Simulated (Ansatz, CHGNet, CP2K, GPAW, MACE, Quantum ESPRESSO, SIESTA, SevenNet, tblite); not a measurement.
## Pt(100)/Be(0001) interface (64 atoms): runs against a plane-wave reference

The cell holds 64 atoms: 24 Pt and 40 Be. Cell: a = 7.883 Å, b = 6.126 Å, c = 15.503 Å, α = 90.0°, β = 90.0°, γ = 108.8°. Fcc Pt(100), 4 repeat layers, 6 surface cells, strained +0.45 and -1.26 %; hcp Be(0001), 2 layers, 10 cells, -0.45 and +1.29 %; outer planes 2.22 Å apart and 2.02 Å at the second interface of the periodic stack; not relaxed, displaced by a Gaussian of 0.02 Å. Then every atom was moved at random, 0.05 Å r.m.s. a Cartesian component. Regions: Pt, 24 atoms (24 Pt); Be, 40 atoms (40 Be).

Geometry: as built.

The reference, a calculation:

| Item | Value |
| --- | --- |
| method | Kohn-Sham DFT, PBE, PAW, plane waves (Ansatz 0.2.0); cutoff 420 eV, Γ point, fermi-dirac smearing of 0.05 eV; PAW set soft_2 |
| r.m.s. force component | 0.773 eV/Å |
| longest force | 2.886 eV/Å |
| pressure | 4.388 GPa |
| SCF cycles | 10 |
| time | 11 s on 4 threads of Arm Neoverse V1, shared host |
| CPU time | 32 s |

**Question.** The same geometry is run in other programs. How far does each lie from the reference, and what does it cost?
- QE PBE, sg15-1.2, 60/240 Ry (Quantum ESPRESSO 7.5; 4 MPI ranks)
- CP2K PBE, SZV-MOLOPT-SR, 600/50 Ry, diagonalisation (CP2K 2026.2; 2 threads)
- GPAW PBE, LCAO dzp, h 0.2 Å (GPAW 26.7.0; 1 thread)
- GPAW PBE, LCAO dzp, h 0.22 Å (GPAW 26.7.0; 1 thread)
- CHGNet r2SCAN potential (CHGNet r2SCAN; 1 thread)
- MACE MPA-0 medium potential (MACE MPA-0 medium; 1 thread)
- SevenNet l3i5 potential (SevenNet l3i5; 1 thread)
- tblite GFN1-xTB (tblite 0.8.0; 1 thread)
- CP2K PBE, DZVP-UZH, 600/50 Ry, diagonalisation (CP2K 2026.2; 4 MPI ranks)
- QE PBE, sssp-1.3.0-efficiency, 45/360 Ry (Quantum ESPRESSO 7.5; 2 MPI ranks)

Differences are against the plane-wave reference, forces as r.m.s. over components; share is that over the reference's r.m.s. force, slope the least-squares factor from reference forces to these. Total energies of different programs have different zeros and aren't compared.

```
                                                         run  Δ force, r.m.s. (meV/Å)  share (%)  slope  Δ pressure (GPa)  cores  CPU time  memory (GiB)
                                                   reference                        -          -      -                 -      4      32 s           1.0
                        QE PBE, sg15-1.2, 60/240 Ry (coarse)                     10.5       1.35  1.009             0.113      4     6 min           1.2
CP2K PBE, SZV-MOLOPT-SR, 600/50 Ry, diagonalisation (coarse)                     1446        187  0.881              84.7      2   7.9 min           2.0
                                 GPAW PBE, LCAO dzp, h 0.2 Å                      116       15.0  1.108                 -      1   9.2 min           1.1
                       GPAW PBE, LCAO dzp, h 0.22 Å (coarse)                      116       15.1  1.108                 -      1     8 min          0.99
                                     CHGNet r2SCAN potential                      410       53.0  0.574             -5.08      1     3.4 s           1.4
                                 MACE MPA-0 medium potential                      352       45.5  0.876             -3.80      1     7.5 s           1.1
                                     SevenNet l3i5 potential                      404       52.2  0.968              3.78      1     9.4 s           1.5
                                             tblite GFN1-xTB                      325       42.1  0.796              23.0      1     4.6 s          0.12
              CP2K PBE, DZVP-UZH, 600/50 Ry, diagonalisation                      127       16.4  0.960            -0.682      4    29 min           4.5
                    QE PBE, sssp-1.3.0-efficiency, 45/360 Ry                     10.2       1.32  1.000            -0.349      2   4.5 min           1.5
```

Rows marked coarse were listed beforehand as settings not expected to be converged; some can still land near the reference.

Times of the machine-learned potentials are mostly Python's start and the loading of weights.

CPU time is summed over cores on a shared host, where runs went side by side, so it is rough. Symmetry, cutoffs, thresholds, outputs and thread counts weren't matched or tuned between programs; memory under MPI is the largest rank's times the ranks.

PBE on plane waves or a grid with other potentials, cutoffs or grids, coarse settings apart, differs from the reference by 1.3 % (QE PBE, sssp-1.3.0-efficiency, 45/360 Ry) of the r.m.s. force; this holds the reference's own error, so differences of a few per cent don't tell which side is nearer the exact PBE result (QE's 45 Ry are 612 eV, against the reference's 420 eV). The PBE runs in local orbitals, coarse settings apart, differ by 15 % (GPAW PBE, LCAO dzp, h 0.2 Å) to 16 % (CP2K PBE, DZVP-UZH, 600/50 Ry, diagonalisation); basis, grid and potentials can all enter. Tight binding differs by 42 % (tblite GFN1-xTB); it is another model, with fitted parameters of its own, and the xTB methods hold dispersion. Machine-learned potentials differ by 46 % (MACE MPA-0 medium potential) to 53 % (CHGNet r2SCAN potential); they were trained on other programs' data, some at another functional. The reference samples few k-points for this cell, and its sampling error, which other DFT runs on the same mesh share, can be part of so large a difference. Periodic xTB results under one method name differ between programs and library versions. Machine-learned potentials mimic data converged in k, so the reference's own k-point error enters their differences. The electronic-structure runs sample only Γ, in a cell whose shortest periodic width is 6 Å, which is coarse for a cell with partly filled levels.

[Logs are printed without paths, hosts, clocks, repeated set-up lines and the standing remarks that a program may print on its own settings, such as how far it seeks lower states.]

[Hosts, paths, dates, database ids (printed as entryN), source tags and the programs' standing remarks are cut or masked in the printed files.]
